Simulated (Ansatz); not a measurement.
## Ga2Pt (Fm-3m): Grüneisen parameters

Aim: how the phonons of Ga2Pt (Fm-3m) shift with volume, and the thermal expansion that follows.

Program: Ansatz 0.2.0. Level of theory: DFT PBEsol, scalar-relativistic, plane waves, PAW; PAW set soft_1. Results are calculated unless marked as measured.

The database entry behind the starting cell differs from later determinations by our own check (0.1 to 0.3 % short, probably kX units), so it need not match the best structure at ambient conditions.

## 1. Starting point

The structure is cubic, space group Fm-3m (No. 225). Conventional cell: a = 5.919 Å, b = 5.919 Å, c = 5.919 Å, α = 90.00°, β = 90.00°, γ = 90.00°. Nearest to Ga lie 4 Pt at 2.56 Å. Nearest to Pt lie 8 Ga at 2.56 Å. Farther neighbours are not listed.

Structure file:

```cif
data_structure
_symmetry_space_group_name_H-M 'P 1'
_symmetry_Int_Tables_number 1
_cell_length_a 4.1852
_cell_length_b 4.1852
_cell_length_c 4.1852
_cell_angle_alpha 60.000
_cell_angle_beta 60.000
_cell_angle_gamma 60.000
_cell_volume 51.84
loop_
_atom_site_label
_atom_site_type_symbol
_atom_site_fract_x
_atom_site_fract_y
_atom_site_fract_z
_atom_site_occupancy
Ga1 Ga 0.25000 0.25000 0.25000 1
Ga2 Ga 0.75000 0.75000 0.75000 1
Pt3 Pt 0.00000 0.00000 0.00000 1
```

## 2. Response at finite wavevector

The cell comes from relaxations at this level that are not shown. Stability and thermal properties need the whole zone. Linear response on a 4×4×4 q mesh gives force constants as far as a supercell of that size would.

Input file input.yaml:

```yaml
crystal:
  lattice:
    - [0.0, 2.9593754134, 2.9593754134]
    - [2.9593754134, 0.0, 2.9593754134]
    - [2.9593754134, 2.9593754134, 0.0]
  atoms:
    - { symbol: Ga, position: [0.25, 0.25, 0.25] }
    - { symbol: Ga, position: [0.75, 0.75, 0.75] }
    - { symbol: Pt, position: [0.0, 0.0, 0.0] }
kpoints:
  mp_grid: { grid: [12, 12, 12] }
hamiltonian:
  xc: pbesol
  pseudopotentials: { kind: paw, azcp: { folder: soft_1 }, xc_functional: pbe }
scf:
  occupations: { method: methfessel_paxton, width: 0.2 }
output:
  eigenvalues: true
phonons:
  method: dfpt
  qmesh: [4, 4, 4]
  temperatures: { t_max: 1000, t_step: 50 }
  qpath:
    path:
      - [[0.0, 0.0, 0.0], [0.5, 0.0, 0.5], [0.625, 0.25, 0.625]]
      - [[0.375, 0.375, 0.75], [0.0, 0.0, 0.0], [0.5, 0.5, 0.5], [0.5, 0.25, 0.75], [0.5, 0.0, 0.5]]
    npoints: 10
```

On the command line:

```sh
$ ansatz run input.yaml --threads 4 --pin off --max-ram 10240MiB --backend cpu --events-out ev --progress --plain --runs-dir out
```

Numbers of over 12 decimals in the logs are rounded to 6 here.

Output:

```text
Warning: phonons: the dynamical matrix that this run interpolates holds no multipole term above the dipole-dipole one, and a site of this crystal is no centre of inversion, so its interpolated transverse optical and acoustic branches and sound speeds can stay off near Gamma, and the density of states and the thermodynamics with them. What a run solves at a wave vector of phonons.qpoints, Gamma apart, where the deck admits one, is free of this, and under fd what a larger phonons.supercell samples
Engine: ansatz 0.2.0, x86_64-unknown-linux-gnu
Pseudopotentials: kind: paw
Pseudopotential: Ga, paw, valence charge 13, recommended cutoff 420 eV (normal), soft_1/Ga.paw.azcp
Pseudopotential: Pt, paw, valence charge 18, recommended cutoff 420 eV (normal), soft_1/Pt.paw.azcp
Functional definition: PBEsol
  exchange = pbesol_x
  correlation = pbesol_c
Crystal: 3 atoms, lattice volume = 51.836 Å³
Basis set: ecut = 420 eV, 965 PW (Γ), exchange–correlation on 60×60×60 points (8 copies of the dense FFT grid, shifted against one another)
Bands: 27, of which v1, the nominal top of the filled ones, is band 22 counted from 1 (21 counted from 0)
Symmetry: 48 space group operations
k-points: 72 of 1728
Non-local potential: Ga, projectors of the file, l = 0: 2, l = 1: 2, l = 2: 3, l = 3: 1
Non-local potential: Pt, projectors of the file, l = 0: 3, l = 1: 2, l = 2: 2, l = 3: 1
PAW form: soft (Blöchl's): semilocal exchange-correlation on the pseudo side does not see the compensation charge
PAW frozen core: Ga, regenerated for the run's functional, and the local potential with it (the file was generated under x = pbe(κ = 0.804, μ = 0.219515), c = pbe(β = 0.066725))
PAW frozen core: Pt, regenerated for the run's functional, and the local potential with it (the file was generated under x = pbe(κ = 0.804, μ = 0.219515), c = pbe(β = 0.066725))
PAW one-centre angular grid: Ga, 590 points (default); XC on 64 Gauss nodes
PAW one-centre angular grid: Pt, 590 points (default); XC on 64 Gauss nodes
Initial density: superposition of atomic densities (chi_scale 0.1, normalization cell, long waves kept (reshape's long-wave potential 0.00 eV rms))
Initial wavefunctions: pseudopotential atomic-orbital guess
Functional: x = pbesol(κ = 0.804, μ = 0.123457), c = pbesol(β = 0.046)
SCF iter   1: F=—  HF=-19875.393522 eV  |F-HF|=—  |Δ(HF+E_count)|=         —  Δρ=1.18e-1  dr2=8.91e0  ethr=3.10e-3  ⟨swp⟩=5.0  Hψ=7114  notcnv=0
preconditioner: auto → Kerker (q_TF=auto, 2.655 Å⁻¹)  [metal: Δε(μ)=0.006 eV  Ē_g=15.073 eV  σ=0.200 eV  W_gap=0.03  n_scr=14 (ndim 8)  ℏωp=30.9 eV  f_vac=0.007  D(μ)=1.43/eV (n_scr^D=14)]
SCF iter   2: F=—  HF=-19873.565336 eV  |F-HF|=—  |Δ(HF+E_count)|=    1.83e0  S|Δr|=    0.00e0  Δρ=3.15e-2  dr2=2.45e-1  ethr=3.10e-3  ⟨swp⟩=2.1  Hψ=4368  notcnv=0  defer=30
SCF iter   3: F=—  HF=-19873.535393 eV  |F-HF|=—  |Δ(HF+E_count)|=   2.99e-2  S|Δr|=    0.00e0  Δρ=1.60e-2  dr2=4.95e-2  ethr=5.56e-4  ⟨swp⟩=2.2  Hψ=3724  notcnv=0  defer=30
SCF iter   4: F=—  HF=-19873.540269 eV  |F-HF|=—  |Δ(HF+E_count)|=   4.88e-3  S|Δr|=    0.00e0  Δρ=3.64e-3  dr2=6.81e-3  ethr=1.12e-4  ⟨swp⟩=2.0  Hψ=2635  notcnv=0  defer=30
SCF iter   5: F=—  HF=-19873.535263 eV  |F-HF|=—  |Δ(HF+E_count)|=   5.01e-3  S|Δr|=    0.00e0  Δρ=1.66e-3  dr2=2.45e-3  ethr=1.55e-5  ⟨swp⟩=2.0  Hψ=2879  notcnv=0  defer=30
SCF iter   6: F=—  HF=-19873.535561 eV  |F-HF|=—  |Δ(HF+E_count)|=   2.98e-4  S|Δr|=    0.00e0  Δρ=4.66e-4  dr2=2.01e-4  ethr=5.57e-6  ⟨swp⟩=2.5  Hψ=2965  notcnv=0  defer=30
SCF iter   7: F=—  HF=-19873.535656 eV  |F-HF|=—  |Δ(HF+E_count)|=   9.55e-5  S|Δr|=    0.00e0  Δρ=1.96e-4  dr2=2.45e-5  ethr=4.56e-7  ⟨swp⟩=2.0  Hψ=2381  notcnv=0  defer=30
SCF iter   8: F=—  HF=-19873.535666 eV  |F-HF|=—  |Δ(HF+E_count)|=   9.93e-6  S|Δr|=    0.00e0  Δρ=5.04e-5  dr2=1.39e-6  ethr=5.57e-8  ⟨swp⟩=2.0  Hψ=2413  notcnv=0  defer=30
SCF iter   9: F=—  HF=-19873.535671 eV  |F-HF|=—  |Δ(HF+E_count)|=   4.72e-6  S|Δr|=    0.00e0  Δρ=1.83e-5  dr2=9.05e-8  ethr=3.16e-9  ⟨swp⟩=2.0  Hψ=3169  notcnv=0  defer=30
SCF iter  10: F=—  HF=-19873.535671 eV  |F-HF|=—  |Δ(HF+E_count)|=   6.07e-8  S|Δr|=    0.00e0  Δρ=2.40e-6  dr2=2.48e-9  ethr=2.06e-10  ⟨swp⟩=2.0  Hψ=3165  notcnv=0  defer=30
SCF iter  11: F=—  HF=-19873.535671 eV  |F-HF|=—  |Δ(HF+E_count)|=  4.18e-10  S|Δr|=    0.00e0  Δρ=7.39e-7  dr2=3.82e-10  ethr=5.64e-12  ⟨swp⟩=2.0  Hψ=3483  notcnv=0  defer=30
SCF iter  12: F=-19873.535671 eV  HF=-19873.535671 eV  |F-HF|=3.64e-12  |Δ(HF+E_count)|=  5.09e-11  S|Δr|=    0.00e0  Δρ=1.34e-7  dr2=8.97e-12  ethr=1.00e-12  ⟨swp⟩=6.3  Hψ=10002  notcnv=0
SCF 1 converged in 12 iterations: F = -19873.535671 eV  dr2 = 8.97e-12
  greatest PAW one-centre occupation: 1.000 electrons in one spin orbital (limit 2), on the Pt atom at site 2 (counted from 0), in its partial waves of l = 0
Initial density: read from a saved state, or passed on in memory by an earlier SCF of this step, an earlier step, the calling program or the single point that the run made first
iter 1 solved again at ethr=1.10e-8 eV; its pass at ethr=3.10e-3 eV (dr2=4.83e-6 eV) is discarded
SCF iter   1: F=—  HF=-19873.535671 eV  |F-HF|=—  |Δ(HF+E_count)|=         —  Δρ=2.87e-7  dr2=3.14e-11  ethr=1.10e-8  ⟨swp⟩=4.0  Hψ=13452  notcnv=0
eigensolver tolerance schedule: the retry pair's looser diagonalisation over-reported the residual by 154074.26 of it (diagonalisation noise at 1.20 of the residual, at the tolerance the schedule requests for it); recorded, not acted on — ethr = c·dr2/N_el stays at c = 1.0e-1
preconditioner: auto → LDOS  [metal: Δε(μ)=0.081 eV  Ē_g=14.843 eV  σ=0.200 eV  W_gap=0.34  n_scr=14 (ndim 8)  ℏωp=30.9 eV  f_vac=0.036  D(μ)=1.05/eV (n_scr^D=8)  β→1.0]
SCF iter   2: F=—  HF=-19873.535671 eV  |F-HF|=—  |Δ(HF+E_count)|=   4.31e-7  S|Δr|=    0.00e0  Δρ=3.42e-7  dr2=4.60e-11  ethr=1.00e-12  ⟨swp⟩=3.1  Hψ=4676  notcnv=0
SCF iter   3: F=-19873.535671 eV  HF=-19873.535671 eV  |F-HF|=3.64e-12  |Δ(HF+E_count)|=  1.09e-11  S|Δr|=    0.00e0  Δρ=1.30e-7  dr2=5.74e-12  ethr=1.00e-12  ⟨swp⟩=2.5  Hψ=5996  notcnv=0
SCF 2 converged in 3 iterations: F = -19873.535671 eV  dr2 = 5.74e-12
phonons: the bands overlap, so this run is a metal and interpolates without the dipole-dipole term. If the crystal is really an insulator or semiconductor, its LO-TO splitting is missing
NSCF: frozen V_eff on 72 k-points
NSCF: frozen V_eff on 163 k-points
DFPT response loops at q = (0, 0, 0) (fractional): preconditioner auto → Kerker (q_TF=auto, 2.655 Å⁻¹) (partly filled bands, converged f_vac=0.036); β = 1.00, the filter's whole step (`scf.mixing.beta` (0.50) is not read by the response loops under this deck's `scf.mixing.preconditioner`; to damp them name `kerker` or `kerker_dos`, under which they read `scf.mixing.beta`, and type it under 1.00, their step now; both keys bind the ground state too); Broyden in place of MSR1
NSCF: frozen V_eff on 1872 k-points
DFPT response loops at q = (0, 0, 0.25) (fractional): mixed as the last ones told, above
NSCF: frozen V_eff on 952 k-points
DFPT response loops at q = (0, 0, -0.5) (fractional): mixed as the last ones told, above
NSCF: frozen V_eff on 1020 k-points
DFPT response loops at q = (0, 0.25, 0.25) (fractional): mixed as the last ones told, above
NSCF: frozen V_eff on 3456 k-points
DFPT response loops at q = (0, 0.25, -0.5) (fractional): mixed as the last ones told, above
NSCF: frozen V_eff on 1872 k-points
DFPT response loops at q = (0, 0.25, -0.25) (fractional): mixed as the last ones told, above
NSCF: frozen V_eff on 560 k-points
DFPT response loops at q = (0, -0.5, -0.5) (fractional): mixed as the last ones told, above
NSCF: frozen V_eff on 1020 k-points
DFPT response loops at q = (0.25, -0.5, -0.25) (fractional): mixed as the last ones told, above
SCF converged after 12 iterations
Stability not checked: this state was not tested for a lower state beside it, because cold or Methfessel-Paxton smearing, or corrected tetrahedra, fill the levels in a way that the test cannot read (fill_not_monotonic; see scf.lower_state_search)
Free energy (F): -19873.535671 eV
Harris-Foulkes:  -19873.535671 eV  (|F-HF|=3.64e-12)
Internal energy: -19873.537269 eV  (E = F + TS)
E sigma→0 (E₀):  -19873.536071 eV
Entropy (-TS):   0.001598 eV (0.533 meV/atom)
Fermi energy:    13.605135 eV
--- Per-component energies (eV) ---
  E_band       = -283.338254
  E_kinetic    = 823.004101
  E_local      = -4509.649017  (includes V_loc(G=0)·N_el)
  E_nonlocal   = 22.397462
  E_hartree    = 2450.842548
  E_xc         = -358.110666
  E_vxc        = -384.960102  (∫ρ·V_xc dr)
  E_paw        = -13250.784745  (= ΣΔE_a)
  E_vpaw       = -1135.816559  (= ΣTr[D̂ρ^β])
  E_aug_tail   = 0.000640  (compensation charges beyond the density's cutoff)
  E_ewald      = -5053.250583
  E_core_change = 2.012989  (= ΣΔE_core)
  E_smearing   = 0.001598  (= −TS)
  E_closure    = 0.000000  (closes the sum)
  Σ components = -19873.535671   (vs F -19873.535671, Δ=0.00e0)
--- Band table (eV; the first three rows and the last of 72) ---
  k-point 0: bands = [... 18 lower, 10.2931, 10.2931, 13.7183, 18.7922, 18.7922, 18.7922, 18.8028, 18.8028, ... 1 higher]
  k-point 1: bands = [... 18 lower, 10.2725, 10.2725, 13.8671, 17.0066, 17.9536, 17.9536, 19.3891, 19.3891, ... 1 higher]
  k-point 2: bands = [... 18 lower, 10.2280, 10.2280, 13.9083, 15.6029, 17.0991, 17.0991, 18.9230, 19.3550, ... 1 higher]
  k-point 71: bands = [... 18 lower, 10.0842, 10.5742, 10.7516, 10.7516, 12.6630, 18.5032, 18.5032, 20.8044, ... 1 higher]
--- Phonons (Γ-DFPT): 2 representative perturbations + reference (Σ response iterations 6) ---
  ASR residual: 8.542e-5 → 0.000e0 eV/Å²; symmetrization residual: 3.188e-6 eV/Å²
  ASR residual per site (eV/Å²): 4.04e-5 4.04e-5 8.54e-5
  Γ frequencies (cm⁻¹): 0.00 0.00 0.00 166.80 166.80 166.80 172.53 172.53 172.53
--- Phonons (arbitrary-q DFPT): 8 irreducible q on the 4×4×4 mesh ---
  q = [0.0000, 0.0000, 0.0000] (star 1, of the zone-centre solve; hermiticity 7.66e-7, symmetrization 2.88e-12): -0.00 -0.00 0.00 166.80 166.80 166.80 172.53 172.53 172.53
  q = [0.0000, 0.0000, 0.2500] (star 8, 2 solved perturbations on 936 of 1728 k-point pairs; hermiticity 4.27e-7, symmetrization 1.65e-12): 28.88 28.88 79.42 149.73 156.48 156.48 176.87 176.87 180.54
  q = [0.0000, 0.0000, -0.5000] (star 4, 2 solved perturbations on 476 of 1728 k-point pairs; hermiticity 2.74e-8, symmetrization 1.20e-12): 41.48 41.48 110.91 156.84 156.84 168.15 169.89 179.96 179.96
  q = [0.0000, 0.2500, 0.2500] (star 6, 4 solved perturbations in 1608 linear systems a pass and spin channel, the states on 510 of 1728 k-point pairs; hermiticity 1.03e-6, symmetrization 1.01e-12): 44.26 44.26 88.49 143.82 145.96 145.96 174.40 190.58 190.58
  q = [0.0000, 0.2500, -0.5000] (star 24, 4 solved perturbations in 5328 linear systems a pass and spin channel, the states on 1728 of 1728 k-point pairs; hermiticity 4.38e-7, symmetrization 7.79e-13): 56.86 57.18 102.77 132.42 141.85 154.24 188.55 191.00 192.86
  q = [0.0000, 0.2500, -0.2500] (star 12, 4 solved perturbations in 2892 linear systems a pass and spin channel, the states on 936 of 1728 k-point pairs; hermiticity 5.79e-7, symmetrization 3.02e-12): 37.15 66.36 94.93 132.23 154.50 172.77 174.85 181.90 194.89
  q = [0.0000, -0.5000, -0.5000] (star 3, 4 solved perturbations in 886 linear systems a pass and spin channel, the states on 280 of 1728 k-point pairs; hermiticity 3.77e-7, symmetrization 5.93e-13): 74.11 74.11 121.80 124.37 131.31 131.31 198.69 199.13 199.13
  q = [0.2500, -0.5000, -0.2500] (star 6, 4 solved perturbations in 1544 linear systems a pass and spin channel, the states on 510 of 1728 k-point pairs; hermiticity 6.71e-7, symmetrization 7.33e-13): 42.15 91.82 91.82 123.75 132.16 174.29 174.29 200.37 202.81
  sum rule: each row above includes the acoustic sum rule's correction from the zone centre's row sums; it moved no ω² by more than (0.40 cm⁻¹)²
  mesh force constants: q→R imaginary residual 4.19e-18; ASR residual 8.542e-5 → 0.000e0 eV/Å²; symmetrization residual 7.105e-15 eV/Å²
  interpolated dispersion: 62 rows × 9 modes
  density of states and harmonic sums: on the 20×20×20 q-mesh, interpolated from the force constants of a 4×4×4 supercell (no non-analytic term)
  largest difference from the sums on the solved wave vectors: F 1.55e-2 eV, S 1.95e-5 and C_V 4.01e-6 eV/K
  zero-point energy: 0.074454 eV/cell   skipped modes (ω ≤ 0): 3   left out of the sums: 4.17e-5 of the cell's modes: C_V's classical limit lies that fraction below 3 k_B per atom; for a crystal, a wire or a layer, F and S can be off by more, and a phonons.interpolated_qmesh denser along its periods is the remedy for the sampling
```

Wall time 4.7 min (4 threads of Intel Xeon 6975P-C (Granite Rapids), shared host); peak memory 5.7 GiB; 18 min of CPU time.

This step gave:

| Quantity | Value |
| --- | --- |
| volume per atom | 17.28 Å³ |
| gap on the k-mesh | 0 eV |
| sum-rule residual before enforcement | 8.54e-5 eV/Å² |
| lowest frequency on the path | 0 cm⁻¹ |
| point group | m-3m |
| highest frequency on the path or at a solved wavevector | 202.8 cm⁻¹ |
| mean frequency | 133.4 cm⁻¹ |
| Debye temperature (second moment) | 267 K |
| logarithmic mean frequency | 118.5 cm⁻¹ |
| highest optical mode at the zone centre (no LO-TO term) | 172.5 cm⁻¹ |
| lowest optical zone-centre mode | 166.8 cm⁻¹ |
| lowest mode on the q mesh (acoustic modes at Γ apart) | 28.88 cm⁻¹ |
| zero-point energy per atom | 24.82 meV |
| heat capacity at 300 K | 23.99 J/(mol atoms K) |
| vibrational entropy at 300 K | 39.53 J/(mol atoms K) |

Frequencies (cm⁻¹) solved at each irreducible wavevector; negative means imaginary. Frequencies by wavevector, by row:

| q in reciprocal lattice units | star | mode 1 | mode 2 | mode 3 | mode 4 | mode 5 | mode 6 | mode 7 | mode 8 | mode 9 |
| --- | --- | --- | --- | --- | --- | --- | --- | --- | --- | --- |
| 0 0 0 | 1 | 0 | 0 | 0 | 166.8 | 166.8 | 166.8 | 172.5 | 172.5 | 172.5 |
| 0 0 0.25 | 8 | 28.9 | 28.9 | 79.4 | 149.7 | 156.5 | 156.5 | 176.9 | 176.9 | 180.5 |
| 0 0 -0.5 | 4 | 41.5 | 41.5 | 110.9 | 156.8 | 156.8 | 168.2 | 169.9 | 180 | 180 |
| 0 0.25 0.25 | 6 | 44.3 | 44.3 | 88.5 | 143.8 | 146 | 146 | 174.4 | 190.6 | 190.6 |
| 0 0.25 -0.5 | 24 | 56.9 | 57.2 | 102.8 | 132.4 | 141.8 | 154.2 | 188.6 | 191 | 192.9 |
| 0 0.25 -0.25 | 12 | 37.1 | 66.4 | 94.9 | 132.2 | 154.5 | 172.8 | 174.8 | 181.9 | 194.9 |
| 0 -0.5 -0.5 | 3 | 74.1 | 74.1 | 121.8 | 124.4 | 131.3 | 131.3 | 198.7 | 199.1 | 199.1 |
| 0.25 -0.5 -0.25 | 6 | 42.1 | 91.8 | 91.8 | 123.8 | 132.2 | 174.3 | 174.3 | 200.4 | 202.8 |

Symmetry leaves 8 wavevectors to solve. The lowest mode among them, the acoustic zeros apart, lies at q = (0, 0, 0.25) and is real, 28.9 cm⁻¹.

## 3. Relaxing at another volume, volume ratio 0.97

The volume is scaled by 0.97 and held; symmetry leaves nothing to relax, so this is a single point. The modes can then be followed against volume.

input.yaml, the sections that differ from step 2:

```yaml
crystal:
  lattice:
    - [0.0, 2.9294806886, 2.9294806886]
    - [2.9294806886, 0.0, 2.9294806886]
    - [2.9294806886, 2.9294806886, 0.0]
  atoms:
    - { symbol: Ga, position: [0.25, 0.25, 0.25] }
    - { symbol: Ga, position: [0.75, 0.75, 0.75] }
    - { symbol: Pt, position: [0.0, 0.0, 0.0] }
output:
  forces: true
  stress: true
  eigenvalues: true
# kpoints, hamiltonian, scf: as in step 2
# phonons: removed
```

Output:

```text
[...]
Crystal: 3 atoms, lattice volume = 50.281 Å³
Basis set: ecut = 420 eV, 941 PW (Γ), exchange–correlation on 60×60×60 points (8 copies of the dense FFT grid, shifted against one another)
Bands: 27, of which v1, the nominal top of the filled ones, is band 22 counted from 1 (21 counted from 0)
Symmetry: 48 space group operations
[...]
k-points: 72 of 1728
[...]
k-point 0: bands = [... 18 lower, 10.7505, 10.7505, 14.4528, 19.4767, 19.4767, 19.4767, 19.5239, 19.5239, ... 1 higher]
  k-point 1: bands = [... 18 lower, 10.7285, 10.7285, 14.6004, 17.6599, 18.6299, 18.6299, 20.0827, 20.0950, ... 1 higher]
  k-point 2: bands = [... 18 lower, 10.6808, 10.6808, 14.5984, 16.2565, 17.7496, 17.7496, 19.5777, 20.0366, ... 1 higher]
  k-point 71: bands = [... 18 lower, 10.5428, 11.0476, 11.2384, 11.2384, 13.1955, 19.2322, 19.2322, 21.5329, ... 1 higher]
[key lines of the parts left out:]
SCF converged after 10 iterations
Free energy (F): -19873.515031 eV
Fermi energy:    14.182002 eV
P = ⅓ Tr σ = 4.3891 GPa (43.891 kbar)
```

Wall time 0.9 s (4 threads); peak memory 0.55 GiB.

This step gave:

```yaml
pressure: 4.389 GPa
volume_per_atom: 16.76 Å³
```

The run ends at a pressure of 4.39 GPa.

(Continued in part 2 of 2.)

[Logs are printed without paths, hosts, clocks, repeated set-up lines and the standing remarks that a program may print on its own settings, such as how far it seeks lower states.]

[Hosts, paths, dates, database ids (printed as entryN), source tags and the programs' standing remarks are cut or masked in the printed files.]
